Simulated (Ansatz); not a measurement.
**From PBE to G0W0: K3SI (antiperovskite) (Pm-3m)**

How far does one-shot GW move the PBE gap of K3SI (antiperovskite) (Pm-3m)?

Main program and level: Ansatz 0.2.0; PBE, then G0W0 on it, plane waves, PAW.

The structure was built from a prototype and need not be the compound's stable phase.

## 1. Starting point

Symmetry: Pm-3m, No. 221, cubic system. Conventional cell: a = 6.065 Å, b = 6.065 Å, c = 6.065 Å, α = 90.00°, β = 90.00°, γ = 90.00°. I has 12 K at 4.29 Å nearest. Nearest to S lie 6 K at 3.03 Å. Nearest to K lie 2 S at 3.03 Å and 8 K at 4.29 Å and 4 I at 4.29 Å. It derives from I1K3S1. Farther neighbours and most contacts between anions are not listed.

The start is a generated structure, not a measured one. The structure type comes from a generator and need not be one that this composition takes. Spin-orbit coupling is left out unless a step names it. The default PAW set here is soft_2. Its files were made with PBE.

## 2. Relaxing the structure

The structure is relaxed first.

This step: DFT, PBE, plane waves, PAW.

Input file input.yaml:

```yaml
crystal:
  lattice:
    - [6.06465728, 0.0, 0.0]
    - [0.0, 6.06465728, 0.0]
    - [0.0, 0.0, 6.06465728]
  atoms:
    - { symbol: I, position: [0.0, 0.0, 0.0] }
    - { symbol: S, position: [0.5, 0.5, 0.5] }
    - { symbol: K, position: [0.5, 0.5, 0.0] }
    - { symbol: K, position: [0.5, 0.0, 0.5] }
    - { symbol: K, position: [0.0, 0.5, 0.5] }
kpoints:
  mp_grid: { grid: [4, 4, 4] }
hamiltonian:
  xc: pbe
scf:
  occupations: { method: fermi_dirac, width: 0.02 }
relax:
  f_tol: 0.01
  max_steps: 100
  cell: {}
output:
  write_density: true
  write_potential: true
  elf: true
  volumetric_format: npy
```

Launch:

```sh
$ ansatz run input.yaml --threads 4 --pin off --max-ram 17510MiB --backend cpu --events-out ev --progress --plain --runs-dir out
```

Numbers of over 12 decimals in the logs are rounded to 6 here.

Output:

```text
Engine: ansatz 0.2.0, aarch64-unknown-linux-gnu
Pseudopotentials: kind: paw
Pseudopotential: I, paw, valence charge 17, recommended cutoff 420 eV (normal), I.paw.azcp
Pseudopotential: S, paw, valence charge 6, recommended cutoff 420 eV (normal), S.paw.azcp
Pseudopotential: K, paw, valence charge 9, recommended cutoff 420 eV (normal), K.paw.azcp
Functional definition: PBE
  parameter kappa = 0.804
  parameter beta = 0.066725
  exchange = pbe_x(kappa = kappa, mu = beta*pi^2/3)
  correlation = pbe_c(beta = beta)
Crystal: 5 atoms, lattice volume = 223.059 Å³
Basis set: ecut = 420 eV, 4385 PW (Γ), exchange–correlation on 90×90×90 points (8 copies of the dense FFT grid, shifted against one another)
Bands: 30, of which v1, the nominal top of the filled ones, is band 25 counted from 1 (24 counted from 0)
Symmetry: 48 space group operations
Space group: Pm-3m (ITA 221), of the structure as read, at distance tolerance 6.1e-5 Å
k-points: 10 of 64
Non-local potential: I, projectors of the file, l = 0: 2, l = 1: 2, l = 2: 2, l = 3: 2
Non-local potential: S, projectors of the file, l = 0: 2, l = 1: 2, l = 2: 2
Non-local potential: K, projectors of the file, l = 0: 3, l = 1: 2, l = 2: 2
PAW form: soft (Blöchl's): semilocal exchange-correlation on the pseudo side does not see the compensation charge
PAW one-centre angular grid: I, 590 points (default); XC on 64 Gauss nodes
PAW one-centre angular grid: S, 110 points (default); XC on 64 Gauss nodes
PAW one-centre angular grid: K, 110 points (default); XC on 64 Gauss nodes
Initial density: superposition of atomic densities (neutral atoms: chi_scale 0, normalization atom), corrected by the library's trained network
Initial wavefunctions: pseudopotential atomic-orbital guess
Functional: x = pbe(κ = 0.804, μ = 0.219515), c = pbe(β = 0.066725)
SCF iter   1: F=—  HF=-13034.237733 eV  |F-HF|=—  |Δ(HF+E_count)|=         —  Δρ=9.27e-4  dr2=3.79e-3  ethr=1.77e-3  ⟨swp⟩=9.0  Hψ=1633  notcnv=0
preconditioner: auto → Resta (q_TF=auto, 2.126 Å⁻¹)  ε∞=2.3  [insulator: Δε(μ)=1.725 eV  Ē_g=12.938 eV  σ=0.020 eV  W_gap=1.00  n_scr=32 (ndim 8)  ℏωp=14.5 eV  f_vac=0.168  D(μ)=0.00/eV (n_scr^D=0)  ε∞_Penn≈2.3]
SCF iter   2: F=—  HF=-13034.235989 eV  |F-HF|=—  |Δ(HF+E_count)|=   1.74e-3  Δρ=3.54e-4  dr2=2.77e-4  ethr=7.58e-6  ⟨swp⟩=2.9  Hψ=694  notcnv=0  defer=10
SCF iter   3: F=—  HF=-13034.236148 eV  |F-HF|=—  |Δ(HF+E_count)|=   1.60e-4  Δρ=1.09e-4  dr2=3.12e-5  ethr=5.53e-7  ⟨swp⟩=2.3  Hψ=450  notcnv=0  defer=10
SCF iter   4: F=—  HF=-13034.236034 eV  |F-HF|=—  |Δ(HF+E_count)|=   1.14e-4  Δρ=2.96e-5  dr2=2.18e-6  ethr=6.23e-8  ⟨swp⟩=2.2  Hψ=413  notcnv=0  defer=10
iter 5 did not close the SCF: its close was put off for the readings that it lacked (scf_convergence_deferred on its scf_iter line)
SCF iter   5: F=-13034.236044 eV  HF=-13034.236043 eV  |F-HF|=4.97e-8  |Δ(HF+E_count)|=   9.27e-6  Δρ=5.05e-6  dr2=5.35e-8  ethr=4.37e-9  ⟨swp⟩=2.0  Hψ=464  notcnv=0  defer=10
SCF iter   6: F=-13034.236044 eV  HF=-13034.236044 eV  |F-HF|=7.73e-10  |Δ(HF+E_count)|=   7.24e-8  Δρ=1.88e-6  dr2=1.56e-8  ethr=1.07e-10  ⟨swp⟩=6.8  Hψ=1862  notcnv=0
SCF 1 converged in 6 iterations: F = -13034.236044 eV  dr2 = 1.56e-8
  greatest PAW one-centre occupation: 0.999 electrons in one spin orbital (limit 2), on the I atom at site 0 (counted from 0), in its partial waves of l = 2
relax step   1: F+E_penalty+E_count = -13034.23604355 eV  Δ(F+E_penalty+E_count) = +0.000e0 eV  max|allowed force component| = 2.516e-29 eV/Å  Δτ_max = 0.0000 Å  P = -0.181 GPa  Ω = 223.059 Å³  (6 SCF iters, dr2 threshold 1.00e-7 eV, accepted)
[...]
relax step   2: F+E_penalty+E_count = -13034.23711925 eV  Δ(F+E_penalty+E_count) = -1.076e-3 eV  max|allowed force component| = 1.814e-29 eV/Å  Δτ_max = 0.0000 Å  P = -0.123 GPa  Ω = 221.948 Å³  energy of the carried Pulay correction = +2.362e-5 eV  (5 SCF iters, dr2 threshold 8.17e-8 eV, accepted)
[...]
relax step   3: F+E_penalty+E_count = -13034.23803430 eV  Δ(F+E_penalty+E_count) = -9.150e-4 eV  max|allowed force component| = 6.613e-30 eV/Å  Δτ_max = 0.0000 Å  P = +0.003 GPa  Ω = 219.645 Å³  energy of the carried Pulay correction = +7.302e-5 eV  (6 SCF iters, dr2 threshold 3.76e-8 eV, accepted)
[...]
relax step   4: F+E_penalty+E_count = -13034.23795388 eV  Δ(F+E_penalty+E_count) = +8.041e-5 eV  max|allowed force component| = 6.955e-30 eV/Å  Δτ_max = 0.0000 Å  P = +0.004 GPa  Ω = 219.645 Å³  stress off target by 3.58e-3 GPa  SCF on the basis re-selected at this cell (its energy is not comparable with the rows above)  (5 SCF iters)
basis re-selected at this cell: Δ(F+E_penalty+E_count) = +8.041e-5 eV, ΔP = +0.000 GPa vs the last step (what re-selecting the basis moved, of the pressure what is left beyond the Pulay correction that the steps carried, after the strain that the cell walked since its last selection, with what the two solves' SCF thresholds leave and, on support functions, any second-order correction that the steps lacked; it is no m [...]
SCF converged after 5 iterations
Free energy (F): -13034.237954 eV
Harris-Foulkes:  -13034.237954 eV  (|F-HF|=1.27e-11)
Internal energy: -13034.237954 eV  (E = F + TS)
E sigma→0 (E₀):  -13034.237954 eV
Fermi energy:    3.269666 eV
--- Per-component energies (eV) ---
  E_band       = -795.698539
  E_kinetic    = 1058.050745
  E_local      = -4476.723440  (includes V_loc(G=0)·N_el)
  E_nonlocal   = -23.939060
  E_hartree    = 1933.943754
  E_xc         = -631.431929
  E_vxc        = -711.594458  (∫ρ·V_xc dr)
  E_paw        = -7762.782622  (= ΣΔE_a)
  E_vpaw       = -509.379853  (= ΣTr[D̂ρ^β])
  E_aug_tail   = -0.000012  (compensation charges beyond the density's cutoff)
  E_ewald      = -3131.355390
  E_smearing   = -0.000000  (= −TS)
  E_closure    = -0.000000  (closes the sum)
  Σ components = -13034.237954   (vs F -13034.237954, Δ=0.00e0)
--- Forces (eV/Å), atoms counted from 1 ---
  atom   1  I      0.00000000     0.00000000    -0.00000000
  atom   2  S     -0.00000000    -0.00000000    -0.00000000
  atom   3  K     -0.00000000     0.00000000    -0.00000000
  atom   4  K      0.00000000    -0.00000000    -0.00000000
  atom   5  K      0.00000000     0.00000000    -0.00000000
  max |Σ_I F_I| component: 6.25e-30 eV/Å
--- Stress (GPa, compression-positive) ---
        0.003584      -0.000000      -0.000000
       -0.000000       0.003584       0.000000
       -0.000000       0.000000       0.003584
  P = ⅓ Tr σ = 0.0036 GPa (0.036 kbar)
--- Band table (eV; the first three rows and the last of 10) ---
  k-point 0: bands = [... 21 lower, 0.5837, 2.3899, 2.3899, 2.3899, 4.1210, 5.8833, 5.8833, 6.9919, ... 1 higher]
  k-point 1: bands = [... 21 lower, 0.5845, 2.0014, 2.3387, 2.3387, 4.6903, 6.1532, 6.2132, 7.1814, ... 1 higher]
  k-point 2: bands = [... 21 lower, 0.5854, 1.6838, 2.2896, 2.2896, 5.4551, 6.2212, 6.5552, 7.5266, ... 1 higher]
  k-point 9: bands = [... 21 lower, 0.4414, 1.6018, 1.6018, 1.6018, 6.6519, 6.6519, 6.6519, 7.1439, ... 1 higher]
--- Relaxed structure (3 steps of the walk, 3 accepted, 1 SCFs on fresh bases) ---
  F+E_penalty+E_count = -13034.23795388 eV   max|allowed force component| = 6.955e-30 eV/Å   (the final SCF, on the basis selected at the relaxed cell)
  cell:  # Å, volume = 219.6446 Å³
    - [6.033558, 0, 0]
    - [0, 6.033558, 0.0]
    - [0, 0.0, 6.033558]
  atoms:
    - { symbol: I, position: [0, 0, 0] }
    - { symbol: S, position: [0.5, 0.5, 0.5] }
    - { symbol: K, position: [0.5, 0.5, 0] }
    - { symbol: K, position: [0.5, 0, 0.5] }
    - { symbol: K, position: [0, 0.5, 0.5] }
```

It took 4.5 s on 4 threads of Arm Neoverse V2, shared host; peak memory 0.55 GiB.

Step by step:

```
step  energy less that of the first step (eV)  largest force component (eV/Å)  pressure (GPa)  volume (Å³)
   1                                   0.0000                          0.0000           -0.18       223.06
   2                                  -0.0011                          0.0000           -0.12       221.95
   3                                  -0.0020                          0.0000            0.00       219.64
  4*                                  -0.0019                          0.0000            0.00       219.64
```

Relaxation steps marked * repeat the geometry before them on a plane-wave basis chosen anew for their cell, so energy and pressure can jump there.

Forces are held to the 48 operations that the run works with; a distortion that breaks them can't arise in this run.

```
conventional cell, symmetrised  before  after  change
                         a (Å)   6.065  6.034  -0.5 %
                         b (Å)   6.065  6.034  -0.5 %
                         c (Å)   6.065  6.034  -0.5 %
              volume (Å³/atom)   44.61  43.93  -1.5 %
```

The relaxed structure:

```xyz
5
Lattice="6.0336 0.0000 0.0000 0.0000 6.0336 0.0000 0.0000 0.0000 6.0336" Properties=species:S:1:pos:R:3 pbc="T T T"
I     0.0000    0.0000    0.0000
S     3.0168    3.0168    3.0168
K     3.0168    3.0168    0.0000
K     3.0168    0.0000    3.0168
K     0.0000    3.0168    3.0168
```

## 3. Bands along the symmetry lines

Levels along a band path and on the mesh show where this functional puts the band edges.

Input file input.yaml:

```yaml
crystal:
  lattice:
    - [6.0335581096, 0.0, 0.0]
    - [0.0, 6.0335581096, 0.0]
    - [0.0, 0.0, 6.0335581096]
  atoms:
    - { symbol: I, position: [0.0, 0.0, 0.0] }
    - { symbol: S, position: [0.5, 0.5, 0.5] }
    - { symbol: K, position: [0.5, 0.5, 0.0] }
    - { symbol: K, position: [0.5, 0.0, 0.5] }
    - { symbol: K, position: [0.0, 0.5, 0.5] }
kpoints:
  mp_grid: { grid: [4, 4, 4] }
  band_path:
    path:
      - [[0.0, 0.0, 0.0], [0.0, 0.5, 0.0], [0.5, 0.5, 0.0], [0.0, 0.0, 0.0], [0.5, 0.5, 0.5], [0.0, 0.5, 0.0]]
      - [[0.5, 0.5, 0.5], [0.5, 0.5, 0.0]]
    npoints: 10
hamiltonian:
  xc: pbe
scf:
  occupations: { method: fermi_dirac, width: 0.02 }
  n_extra_bands: 5
output:
  eigenvalues: true
  forces: true
  stress: true
  write_density: true
  write_potential: true
  elf: true
  volumetric_format: npy
```

Output:

```text
[...]
Crystal: 5 atoms, lattice volume = 219.645 Å³
Basis set: ecut = 420 eV, 4337 PW (Γ), exchange–correlation on 90×90×90 points (8 copies of the dense FFT grid, shifted against one another)
Bands: 30, of which v1, the nominal top of the filled ones, is band 25 counted from 1 (24 counted from 0)
Symmetry: 48 space group operations
[...]
k-points: 10 of 64
[...]
SCF iter   1: F=—  HF=-13034.240421 eV  |F-HF|=—  |Δ(HF+E_count)|=         —  Δρ=9.88e-4  dr2=5.15e-3  ethr=1.77e-3  ⟨swp⟩=9.1  Hψ=1616  notcnv=0
[...]
SCF iter   6: F=-13034.237954 eV  HF=-13034.237954 eV  |F-HF|=9.10e-9  |Δ(HF+E_count)|=   1.47e-7  Δρ=2.31e-6  dr2=1.70e-8  ethr=2.00e-10  ⟨swp⟩=14.6  Hψ=2287  notcnv=0
SCF 1 converged in 6 iterations: F = -13034.237954 eV  dr2 = 1.70e-8
[...]
NSCF: frozen V_eff on 62 k-points
SCF converged after 6 iterations
Free energy (F): -13034.237954 eV
[...]
Internal energy: -13034.237954 eV  (E = F + TS)
E sigma→0 (E₀):  -13034.237954 eV
Fermi energy:    3.269734 eV
[...]
--- Stress (GPa, compression-positive) ---
        0.003590       0.000000       0.000000
        0.000000       0.003590       0.000000
        0.000000       0.000000       0.003590
  P = ⅓ Tr σ = 0.0036 GPa (0.036 kbar)
--- Band table (eV; the first three rows and the last of 10) ---
  k-point 0: bands = [... 21 lower, 0.5838, 2.3900, 2.3900, 2.3900, 4.1211, 5.8835, 5.8835, 6.9919, ... 1 higher]
  k-point 1: bands = [... 21 lower, 0.5846, 2.0015, 2.3388, 2.3388, 4.6904, 6.1533, 6.2133, 7.1813, ... 1 higher]
  k-point 2: bands = [... 21 lower, 0.5854, 1.6838, 2.2896, 2.2896, 5.4552, 6.2213, 6.5554, 7.5266, ... 1 higher]
  k-point 9: bands = [... 21 lower, 0.4415, 1.6018, 1.6018, 1.6018, 6.6519, 6.6519, 6.6519, 7.1439, ... 1 higher]
```

The job ended after 3.2 s (4 threads; peak memory 0.56 GiB).

Reading the cycles: dr2 is the Hartree energy of the density residual (eV), the measure of convergence; HF is the Harris–Foulkes estimate of the energy, which meets the free energy F at convergence.

This step gave:

```yaml
pressure: 0.003590 GPa
filled_bands: 25
gap: 1.731 eV
valence_top_at: Γ
conduction_bottom_at: Γ
least_direct_gap: 1.731 eV
```

Over mesh and path the gap is 1.731 eV, direct, at k = Γ.

The electronic bands at the labelled points (eV, zero at the top of the highest nominally filled band):

```
    point  band 22  band 23  band 24  band 25  band 26  band 27  band 28  band 29
        Γ    -1.81     0.00     0.00     0.00     1.73     3.49     3.49     4.60
  halfway    -1.81    -0.39    -0.05    -0.05     2.30     3.76     3.82     4.79
        X    -1.80    -0.71    -0.10    -0.10     3.07     3.83     4.17     5.14
  halfway    -1.81    -0.65    -0.38    -0.12     3.34     3.86     4.48     4.96
        M    -1.81    -0.61    -0.61    -0.15     3.64     3.79     4.86     4.86
  halfway    -1.81    -0.42    -0.33    -0.09     2.70     3.98     4.16     4.73
        Γ    -1.81     0.00     0.00     0.00     1.73     3.49     3.49     4.60
  halfway    -1.91    -0.41    -0.40    -0.40     3.07     4.34     4.34     4.76
        R    -1.95    -0.79    -0.79    -0.79     4.26     4.26     4.26     4.75
  halfway    -1.88    -0.67    -0.46    -0.40     3.68     3.99     4.72     4.73
        X    -1.80    -0.71    -0.10    -0.10     3.07     3.83     4.17     5.14
jump to R    -1.95    -0.79    -0.79    -0.79     4.26     4.26     4.26     4.75
  halfway    -1.88    -0.70    -0.70    -0.49     4.06     4.08     4.47     4.47
        M    -1.81    -0.61    -0.61    -0.15     3.64     3.79     4.86     4.86
```

Electrostatic potential energy in the ac plane at fractional y = 0.500, with atoms of S and K within 0.2 Å of it. With pseudopotentials it is smooth inside the atoms' cores, unlike the true potential.

Ten even steps from '0' (-43 eV) to '9' (7 eV), each cell a mean:
```
99999851003799999
99999975336899999
99999998778999999
99999999999999999
99999999999999999
78899999889999987
24799985336999863
01589962223899730
00589962323899730
02699973225999851
56899997668999975
88999999999999998
99999999999999999
99999999889999999
99999986557899999
99999862014899999
99999850002799999
```
Columns run along a (6.0 Å; values clipped at the 3rd and 97th percentile), rows up along c (6.0 Å). Atoms in or near the plane, at fractional coordinates: S at (0.50, 0.50), K at (0.50, 0.00), K at (0.00, 0.50).

ELF in the ac plane at fractional y = 0.500, with atoms of S and K within 0.2 Å of it. It is the smooth field of the valence electrons, not physical close to the nuclei.

Ten even steps from '_' (0.00) to '@' (0.87), each cell a mean:
```
__________++@@@@%%@@@@%%::________
__________::##@@@@@@%%++..________
____________::==++++--..__________
__________..............__________
--::____..==++++++++++++--____..::
%%##--__::##@@@@@@@@@@%%++....++%%
@@@@**..::%%@@@@%%@@@@@@++..--%%@@
%%@@%%::::%%@@##::==@@@@++..++@@@@
##@@@@::::%%@@**..::%%@@++..++@@%%
@@@@%%::::%%@@%%**##@@@@++..==@@@@
@@%%++__::##@@@@@@@@@@@@++..::##@@
**==..__::**##%%%%%%%%##==..__::++
..______..::::::::::::::..________
______________::::::..____________
__________..++%%@@%%**--__________
__________==%%@@@@@@@@##::________
________..**@@@@##%%@@%%--________
```
Columns run along a (6.0 Å), rows up along c (6.0 Å). Atoms in or near the plane, at fractional coordinates: S at (0.50, 0.50), K at (0.50, 0.00), K at (0.00, 0.50).

(Part 1 of 2 ends here.)

[Paths, hosts, dates, memory and timing lines, banners, echoed tables and standing remarks are left out of the program output.]

[Logs are printed without paths, hosts, clocks, repeated set-up lines and the standing remarks that a program may print on its own settings, such as how far it seeks lower states.]

[Runs of the session that timed out or met a known fault of the program may be left out.]

[Cells called generated may have been cut or substituted from an entry of the Crystallography Open Database or the Materials Project.]

[Hosts, paths, dates, database ids (printed as entryN), source tags and the programs' standing remarks are cut or masked in the printed files.]

[Where an RPA ε∞ is given, it is that of the G0W0 mesh and is not shown converged in it. Names of k-points follow the symmetry that the program found, which can be lower than the space group named. Band edges on a path are those of the sampled points; other points can move an edge, and change direct to indirect where valleys lie close.]

[Hybrid gaps are those of their k-mesh and are not shown converged in it.]
